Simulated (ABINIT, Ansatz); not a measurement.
# KHF2 (I4/mcm): G0W0 with ABINIT, start to end, part 2 of 3

How does a plane-wave GW calculation on KHF2 (I4/mcm) run from the first input to the gap?

ABINIT 10.8.3; PBEsol and many-body steps on it, plane waves. Known limits of the many-body steps: not at the basis limit; coarse k mesh.

So far. Step 2 (Ground state): The gap is indirect, with the least direct gap 0.05 eV higher.

**3. Bands along the symmetry lines**

Level of this step: DFT, PBEsol, plane waves, norm-conserving pseudopotentials (ABINIT).

The cheap functional maps the bands first; the places of the edges decide which points the dearer methods must see.

run.abi reads:

```
acell 3*1.0 Angstrom
rprim 
  -2.835000000000 2.835000000000 3.405000000000
  2.835000000000 -2.835000000000 3.405000000000
  2.835000000000 2.835000000000 -3.405000000000
ntypat 3
znucl 19 1 9
natom 8
typat 1 1 2 2 3 3 3 3
xred 
  0.250000000000 0.250000000000 -0.000000000000
  0.750000000000 0.750000000000 -0.000000000000
  0.500000000000 -0.000000000000 0.500000000000
  0.000000000000 0.500000000000 0.500000000000
  0.640800000000 0.140800000000 0.781600000000
  0.140800000000 0.359200000000 0.500000000000
  0.359200000000 0.859200000000 0.218400000000
  0.859200000000 0.640800000000 0.500000000000
pp_dirpath "pseudos"
pseudos "K.upf, H.upf, F.upf"
ecut 36
iscf -2
irdden 1
kptopt 0
nkpt 40
kpt 
  0.00000000 0.00000000 0.00000000
  0.00000000 0.00000000 0.12500000
  0.00000000 0.00000000 0.25000000
  0.00000000 0.00000000 0.37500000
  0.00000000 0.00000000 0.50000000
  0.06250000 0.06250000 0.43750000
  0.12500000 0.12500000 0.37500000
  0.18750000 0.18750000 0.31250000
  0.25000000 0.25000000 0.25000000
  0.18750000 0.31250000 0.18750000
  0.12500000 0.37500000 0.12500000
  0.06250000 0.43750000 0.06250000
  0.00000000 0.50000000 0.00000000
  0.00000000 0.37500000 0.00000000
  0.00000000 0.25000000 0.00000000
  0.00000000 0.12500000 0.00000000
  0.00000000 0.00000000 0.00000000
  0.12500000 0.12500000 -0.12500000
  0.25000000 0.25000000 -0.25000000
  0.37500000 0.37500000 -0.37500000
  0.50000000 0.50000000 -0.50000000
  0.48082633 0.51917367 -0.48082633
  0.46165266 0.53834734 -0.46165266
  0.44247899 0.55752101 -0.44247899
  0.42330532 0.57669468 -0.42330532
  -0.42330532 0.42330532 0.42330532
  -0.31747899 0.31747899 0.31747899
  -0.21165266 0.21165266 0.21165266
  -0.10582633 0.10582633 0.10582633
  0.00000000 0.00000000 0.00000000
  0.00000000 0.00000000 0.50000000
  -0.08665266 0.08665266 0.50000000
  -0.17330533 0.17330533 0.50000000
  -0.25995799 0.25995799 0.50000000
  -0.34661065 0.34661065 0.50000000
  0.50000000 0.50000000 -0.34661065
  0.50000000 0.50000000 -0.38495799
  0.50000000 0.50000000 -0.42330533
  0.50000000 0.50000000 -0.46165266
  0.50000000 0.50000000 -0.50000000
istwfk *1
nband 31
nbdbuf 2
tolwfr 1e-08
nstep 40
prtwf 0
prtvol 0
indata_prefix "in"
outdata_prefix "out"
tmpdata_prefix "tmp"
```

Launch:

```bash
OMP_NUM_THREADS=1 mpirun -n 4 abinit run.abi > log
```

Numbers of over 12 decimals in the logs are rounded to 6 here.

Output:

```text
.Version 10.8.3 of ABINIT. v10.8.2 released Aug 2026.

 Symmetries : space group I4/m c m (#140); Bravais tI (body-center tetrag.)
[... echo of the input left out ...]
== DATASET  1 ==================================================================
-   mpi_nproc: 4, omp_nthreads: 1 (-1 if OMP is not activated)

--- !DatasetInfo
iteration_state: {dtset: 1, }
dimensions: {natom: 8, nkpt: 40, mband: 31, nsppol: 1, nspinor: 1, nspden: 1, mpw: 7677, }
cutoff_energies: {ecut:  36.0, pawecutdg:  -1.0, }
electrons: {nelect:   4.80000000E+01, charge:   0.00000000E+00, occopt:   1.00000000E+00, tsmear:   1.00000000E-02, }

 Real(R)+Recip(G) space primitive vectors, cartesian coordinates (Bohr,Bohr^-1):
 R(1)= -5.3573736  5.3573736  6.4345175  G(1)=  0.0000000  0.0933293  0.0777059
 R(2)=  5.3573736 -5.3573736  6.4345175  G(2)=  0.0933293  0.0000000  0.0777059
 R(3)=  5.3573736  5.3573736 -6.4345175  G(3)=  0.0933293  0.0933293  0.0000000
 Unit cell volume ucvol=  7.3871996E+02 bohr^3
 Angles (23,13,12)=  1.14773599E+02  1.14773599E+02  9.93190826E+01 degrees

 getcut: wavevector=  0.0000  0.0000  0.0000  ngfft=  54  54  54
         ecut(hartree)=     36.000   => boxcut(ratio)=   2.01190

--- Pseudopotential description ------------------------------------------------
- K Generated using ONCVPSP code by D. R. Hamann
- 19.00000   9.00000  180301                  znucl, zion, pspdat
12 -116133 2 -1 2250                          pspcod,pspxc,lmax,lloc,mmax
     nproj     2     2     2
  pspatm : epsatm=    8.32504554
         --- l  ekb(1:nproj) -->
             0   10.921326    0.816676
             1    4.431000    0.560368
             2   -3.384038   -1.043186
 pspatm: atomic psp has been read  and splines computed

- H Generated using ONCVPSP code by D. R. Hamann
-  1.00000   1.00000  180301                  znucl, zion, pspdat
12 -116133 1 -1 1180                          pspcod,pspxc,lmax,lloc,mmax
     nproj     2     1     0
  pspatm : epsatm=    0.35585368
         --- l  ekb(1:nproj) -->
[...]
1   -0.494138
 pspatm: atomic psp has been read  and splines computed

- F Generated using ONCVPSP code by D. R. Hamann
-  9.00000   7.00000  180301                  znucl, zion, pspdat
12 -116133 2 -1 832                           pspcod,pspxc,lmax,lloc,mmax
     nproj     2     2     1
  pspatm : epsatm=    4.89824381
         --- l  ekb(1:nproj) -->
[...]
2   -2.394754
 pspatm: atomic psp has been read  and splines computed

--------------------------------------------------------------------------------

================================================================================
 prteigrs : about to open file out_EIG
 Non-SCF case, kpt    1 (  0.00000  0.00000  0.00000), residuals and eigenvalues=
  7.78E-09  5.68E-09  8.03E-09  8.41E-09  4.53E-09  9.42E-09  8.87E-09  2.72E-09
[...]
2.9731E-01  3.1936E-01  3.3602E-01  3.5101E-01  3.5896E-01  3.9693E-01
  3.9749E-01

--- !ResultsGS
iteration_state: {dtset: 1, }
comment   : Summary of ground state results
lattice_vectors:
- [ -5.3573736,   5.3573736,   6.4345175, ]
- [  5.3573736,  -5.3573736,   6.4345175, ]
- [  5.3573736,   5.3573736,  -6.4345175, ]
lattice_lengths: [   9.94012,    9.94012,    9.94012, ]
lattice_angles: [114.774, 114.774,  99.319, ] # degrees, (23, 13, 12)
lattice_volume:   7.3871996E+02
convergence: {deltae:  0.000E+00, res2:  0.000E+00, residm:  9.967E-09, diffor:  0.000E+00, }
etotal    :  -1.59717337E+02
entropy   :   0.00000000E+00
fermie    :  -5.30319518E-02
cartesian_stress_tensor: null
pressure_GPa: null
xred      :
- [  2.5000E-01,   2.5000E-01,   1.4885E-18,  K]
- [  7.5000E-01,   7.5000E-01,   4.4655E-18,  K]
- [  5.0000E-01,   1.6299E-17,   5.0000E-01,  H]
- [  1.6299E-17,   5.0000E-01,   5.0000E-01,  H]
- [  6.4080E-01,   1.4080E-01,   7.8160E-01,  F]
- [  1.4080E-01,   3.5920E-01,   5.0000E-01,  F]
- [  3.5920E-01,   8.5920E-01,   2.1840E-01,  F]
- [  8.5920E-01,   6.4080E-01,   5.0000E-01,  F]
cartesian_forces: null
force_length_stats: {min: null, max: null, mean: null, }

 Integrated electronic density in atomic spheres:
 ------------------------------------------------
 Atom  Sphere_radius  Integrated_density
[...]
================================================================================

 ----iterations are completed or convergence reached----

 Mean square residual over all n,k,spin=   60.700E-10; max=  99.668E-10
 reduced coordinates (array xred) for    8 atoms
[...]
0.359200000000      0.859200000000      0.218400000000
       0.859200000000      0.640800000000      0.500000000000

 cartesian coordinates (angstrom) at end:
    1     -0.000000     0.000000     1.702500
    2      0.000000    -0.000000     5.107500
    3      0.000000     2.835000     0.000000
[...]
7      2.036664    -0.798336     3.405000
    8      0.798336     2.036664     3.405000
 length scales=  1.889726125908  1.889726125908  1.889726125908 bohr
              =  1.000000000000  1.000000000000  1.000000000000 angstroms
 prteigrs : about to open file out_EIG
 Eigenvalues (hartree) for nkpt=  40  k points:
 kpt#   1, nband= 31, wtk=  1.00000, kpt=  0.0000  0.0000  0.0000 (reduced coord)
[...]
kpt#   2, nband= 31, wtk=  1.00000, kpt=  0.0000  0.0000  0.1250 (reduced coord)
[...]
kpt#   3, nband= 31, wtk=  1.00000, kpt=  0.0000  0.0000  0.2500 (reduced coord)
[...]
kpt#  39, nband= 31, wtk=  1.00000, kpt=  0.5000  0.5000 -0.4617 (reduced coord)
[...]
0.29755    0.31976    0.33574    0.35146    0.35828    0.39533    0.39779
 kpt#  40, nband= 31, wtk=  1.00000, kpt=  0.5000  0.5000 -0.5000 (reduced coord)
[...]
-0.38449   -0.37822   -0.37822   -0.37155   -0.22715   -0.20716   -0.10920   -0.09619
  -0.09619   -0.08402   -0.07987   -0.06245   -0.06245   -0.06109   -0.06109   -0.05303
   0.29731    0.31936    0.33602    0.35101    0.35896    0.39693    0.39749

== END DATASET(S) ==============================================================
================================================================================

 -outvars: echo values of variables after computation  --------
            nband          31
             nkpt          40
          spgroup         140
 [... the other variables as echoed above ...]

 Calculation completed.
```

Run time: 71 s. Hardware: 4 MPI ranks of Intel Xeon Platinum 8488C (Sapphire Rapids), shared host; peak memory 0.48 GiB.

This step gave:

```yaml
gap: 7.017 eV
k_of_the_valence_top: 0.5, 0.5, -0.5
k_of_the_conduction_bottom: 0, 0, 0
least_direct_gap: 7.072 eV
```

The gap is 7.017 eV, as in the run before at this level.

Electronic bands along the path, in eV, zero at the top of the highest filled band:

```
     point  band 21  band 22  band 23  band 24  band 25  band 26  band 27  band 28
         Γ    -0.26    -0.17    -0.17    -0.05     7.02     9.82    10.69    10.82
   halfway    -0.37    -0.24    -0.17    -0.13     7.93     9.99    10.78    11.04
         X    -0.25    -0.22    -0.20    -0.20     9.73     9.88    10.19    10.50
   halfway    -0.26    -0.23    -0.23    -0.21     9.87    10.01    10.43    10.57
         P    -0.32    -0.32    -0.22    -0.22    10.18    10.18    10.34    10.34
   halfway    -0.32    -0.32    -0.24    -0.24     9.69     9.69    10.95    10.95
         N    -0.33    -0.33    -0.25    -0.25     9.48     9.48    11.36    11.36
   halfway    -0.29    -0.26    -0.24    -0.10     7.80    10.27    10.53    10.98
         Γ    -0.26    -0.17    -0.17    -0.05     7.02     9.82    10.69    10.82
   halfway    -0.26    -0.20    -0.20    -0.03     8.25     9.98    10.92    10.95
         M    -0.26    -0.22    -0.22     0.00     9.53    10.13    10.59    10.99
   halfway    -0.26    -0.23    -0.23    -0.01     9.55    10.16    10.57    11.02
         S    -0.25    -0.25    -0.25    -0.03     9.57    10.22    10.53    11.09
jump to S0    -0.25    -0.25    -0.25    -0.03     9.57    10.22    10.53    11.09
   halfway    -0.35    -0.26    -0.25    -0.22     8.28    10.12    11.00    11.12
         Γ    -0.26    -0.17    -0.17    -0.05     7.02     9.82    10.69    10.82
 jump to X    -0.25    -0.22    -0.20    -0.20     9.73     9.88    10.19    10.50
   halfway    -0.35    -0.30    -0.23    -0.18     9.75    10.19    10.41    10.65
         R    -0.29    -0.25    -0.24    -0.06     9.62    10.30    10.48    11.00
 jump to G    -0.29    -0.25    -0.24    -0.06     9.62    10.30    10.48    11.00
   halfway    -0.25    -0.25    -0.22    -0.02     9.56    10.18    10.56    11.04
         M    -0.26    -0.22    -0.22     0.00     9.53    10.13    10.59    10.99
```

**4. Empty states on the mesh, 2×2×2 mesh, 221 bands**

The sums over transitions need many empty states on a uniform mesh; this step solves for them.

run.abi reads:

```
acell 3*1.0 Angstrom
rprim 
  -2.835000000000 2.835000000000 3.405000000000
  2.835000000000 -2.835000000000 3.405000000000
  2.835000000000 2.835000000000 -3.405000000000
ntypat 3
znucl 19 1 9
natom 8
typat 1 1 2 2 3 3 3 3
xred 
  0.250000000000 0.250000000000 -0.000000000000
  0.750000000000 0.750000000000 -0.000000000000
  0.500000000000 -0.000000000000 0.500000000000
  0.000000000000 0.500000000000 0.500000000000
  0.640800000000 0.140800000000 0.781600000000
  0.140800000000 0.359200000000 0.500000000000
  0.359200000000 0.859200000000 0.218400000000
  0.859200000000 0.640800000000 0.500000000000
pp_dirpath "pseudos"
pseudos "K.upf, H.upf, F.upf"
ecut 36
ngkpt 2 2 2
nshiftk 1
shiftk 0 0 0
kptopt 1
chksymbreak 0
iscf -2
irdden 1
istwfk *1
nband 221
nbdbuf 20
tolwfr 1e-09
nstep 60
prtvol 0
indata_prefix "in"
outdata_prefix "out"
tmpdata_prefix "tmp"
```

Output:

```text
.Version 10.8.3 of ABINIT. v10.8.2 released Aug 2026.

 Symmetries : space group I4/m c m (#140); Bravais tI (body-center tetrag.)
[... echo of the input left out ...]
== DATASET  1 ==================================================================
-   mpi_nproc: 4, omp_nthreads: 1 (-1 if OMP is not activated)

--- !DatasetInfo
iteration_state: {dtset: 1, }
dimensions: {natom: 8, nkpt: 4, mband: 221, nsppol: 1, nspinor: 1, nspden: 1, mpw: 7677, }
cutoff_energies: {ecut:  36.0, pawecutdg:  -1.0, }
electrons: {nelect:   4.80000000E+01, charge:   0.00000000E+00, occopt:   1.00000000E+00, tsmear:   1.00000000E-02, }

 Real(R)+Recip(G) space primitive vectors, cartesian coordinates (Bohr,Bohr^-1):
 R(1)= -5.3573736  5.3573736  6.4345175  G(1)=  0.0000000  0.0933293  0.0777059
 R(2)=  5.3573736 -5.3573736  6.4345175  G(2)=  0.0933293  0.0000000  0.0777059
 R(3)=  5.3573736  5.3573736 -6.4345175  G(3)=  0.0933293  0.0933293  0.0000000
 Unit cell volume ucvol=  7.3871996E+02 bohr^3
 Angles (23,13,12)=  1.14773599E+02  1.14773599E+02  9.93190826E+01 degrees

 getcut: wavevector=  0.0000  0.0000  0.0000  ngfft=  54  54  54
         ecut(hartree)=     36.000   => boxcut(ratio)=   2.01190

--- Pseudopotential description ------------------------------------------------
- K Generated using ONCVPSP code by D. R. Hamann
- 19.00000   9.00000  180301                  znucl, zion, pspdat
12 -116133 2 -1 2250                          pspcod,pspxc,lmax,lloc,mmax
     nproj     2     2     2
  pspatm : epsatm=    8.32504554
         --- l  ekb(1:nproj) -->
             0   10.921326    0.816676
             1    4.431000    0.560368
             2   -3.384038   -1.043186
 pspatm: atomic psp has been read  and splines computed

- H Generated using ONCVPSP code by D. R. Hamann
-  1.00000   1.00000  180301                  znucl, zion, pspdat
12 -116133 1 -1 1180                          pspcod,pspxc,lmax,lloc,mmax
     nproj     2     1     0
  pspatm : epsatm=    0.35585368
         --- l  ekb(1:nproj) -->
[...]
1   -0.494138
 pspatm: atomic psp has been read  and splines computed

- F Generated using ONCVPSP code by D. R. Hamann
-  9.00000   7.00000  180301                  znucl, zion, pspdat
12 -116133 2 -1 832                           pspcod,pspxc,lmax,lloc,mmax
     nproj     2     2     1
  pspatm : epsatm=    4.89824381
         --- l  ekb(1:nproj) -->
[...]
2   -2.394754
 pspatm: atomic psp has been read  and splines computed

--------------------------------------------------------------------------------

================================================================================
 prteigrs : about to open file out_EIG
 Non-SCF case, kpt    1 (  0.00000  0.00000  0.00000), residuals and eigenvalues=
  5.85E-11  5.69E-11  5.80E-11  5.99E-11  4.98E-11  5.58E-11  8.80E-11  7.90E-11
[...]
1.00E-05  6.58E-05  4.23E-05  6.70E-04  2.72E-04
 -9.8835E-01 -9.8422E-01 -8.0037E-01 -7.9447E-01 -7.5145E-01 -7.5145E-01
 -3.9704E-01 -3.8457E-01 -3.8457E-01 -3.8165E-01 -3.8165E-01 -3.7355E-01
 -2.2801E-01 -2.1272E-01 -9.5995E-02 -9.5995E-02 -9.2491E-02 -7.8828E-02
[...]
2.9158E+00  2.9382E+00  2.9391E+00  2.9560E+00  2.9626E+00  2.9626E+00
  2.9635E+00  2.9640E+00  2.9640E+00  2.9859E+00  2.9880E+00  2.9929E+00
  2.9930E+00  3.0290E+00  3.0354E+00  3.0371E+00  3.0704E+00
 prteigrs : prtvol=0 or 1, do not print more k-points.

--- !ResultsGS
iteration_state: {dtset: 1, }
comment   : Summary of ground state results
lattice_vectors:
- [ -5.3573736,   5.3573736,   6.4345175, ]
- [  5.3573736,  -5.3573736,   6.4345175, ]
- [  5.3573736,   5.3573736,  -6.4345175, ]
lattice_lengths: [   9.94012,    9.94012,    9.94012, ]
lattice_angles: [114.774, 114.774,  99.319, ] # degrees, (23, 13, 12)
lattice_volume:   7.3871996E+02
convergence: {deltae:  0.000E+00, res2:  0.000E+00, residm:  9.938E-10, diffor:  0.000E+00, }
etotal    :  -1.59717337E+02
entropy   :   0.00000000E+00
fermie    :  -5.30319518E-02
cartesian_stress_tensor: null
pressure_GPa: null
xred      :
- [  2.5000E-01,   2.5000E-01,   1.4885E-18,  K]
- [  7.5000E-01,   7.5000E-01,   4.4655E-18,  K]
- [  5.0000E-01,   1.6299E-17,   5.0000E-01,  H]
- [  1.6299E-17,   5.0000E-01,   5.0000E-01,  H]
- [  6.4080E-01,   1.4080E-01,   7.8160E-01,  F]
- [  1.4080E-01,   3.5920E-01,   5.0000E-01,  F]
- [  3.5920E-01,   8.5920E-01,   2.1840E-01,  F]
- [  8.5920E-01,   6.4080E-01,   5.0000E-01,  F]
cartesian_forces: null
force_length_stats: {min: null, max: null, mean: null, }

 Integrated electronic density in atomic spheres:
 ------------------------------------------------
 Atom  Sphere_radius  Integrated_density
[...]
================================================================================

 ----iterations are completed or convergence reached----

 Mean square residual over all n,k,spin=   28.991E-11; max=  99.381E-11
 reduced coordinates (array xred) for    8 atoms
[...]
0.359200000000      0.859200000000      0.218400000000
       0.859200000000      0.640800000000      0.500000000000

 cartesian coordinates (angstrom) at end:
    1     -0.000000     0.000000     1.702500
    2      0.000000    -0.000000     5.107500
    3      0.000000     2.835000     0.000000
[...]
7      2.036664    -0.798336     3.405000
    8      0.798336     2.036664     3.405000
 length scales=  1.889726125908  1.889726125908  1.889726125908 bohr
              =  1.000000000000  1.000000000000  1.000000000000 angstroms
 prteigrs : about to open file out_EIG
 Eigenvalues (hartree) for nkpt=   4  k points:
 kpt#   1, nband=221, wtk=  0.12500, kpt=  0.0000  0.0000  0.0000 (reduced coord)
[...]
2.86027    2.86292    2.86292    2.89376    2.91581    2.93817    2.93914    2.95599
   2.96262    2.96263    2.96346    2.96397    2.96397    2.98585    2.98804    2.99295
   2.99295    3.02900    3.03538    3.03707    3.07043
 prteigrs : prtvol=0 or 1, do not print more k-points.

== END DATASET(S) ==============================================================
================================================================================

 -outvars: echo values of variables after computation  --------
            nband         221
             nkpt           4
          spgroup         140
 [... the other variables as echoed above ...]

 Calculation completed.
```

Elapsed: 86 s, on 4 MPI ranks; peak memory 0.53 GiB.

Numbers from this step:

| Quantity | Value |
| --- | --- |
| gap | 7.017 eV |
| k of the valence top | 0.5, 0.5, 0.5 |
| k of the conduction bottom | 0, 0, 0 |
| least direct gap | 7.072 eV |
| k points computed | 4 |
| lowest point of the top converged band, above the valence top | 76.3078 eV |

On this mesh the gap is 7.017 eV.

[end of part 2 of 3]

[Paths, hosts, dates, memory and timing lines, banners, echoed tables and standing remarks are left out of the program output.]

[Logs are printed without paths, hosts, clocks, repeated set-up lines and the standing remarks that a program may print on its own settings, such as how far it seeks lower states.]

[Runs of the session that timed out or met a known fault of the program may be left out.]

[Hosts, paths, dates, database ids (printed as entryN), source tags and the programs' standing remarks are cut or masked in the printed files.]

[G0W0 gaps are taken among the corrected bands and points alone; a level outside them can change the order at an edge.]

[Where Ansatz stands beside ABINIT at settings called matched, ABINIT's density can come from a denser mesh and the files from another edition; pairs whose starting gaps differed by over 0.03 eV were left out, so agreement reads better than it is.]
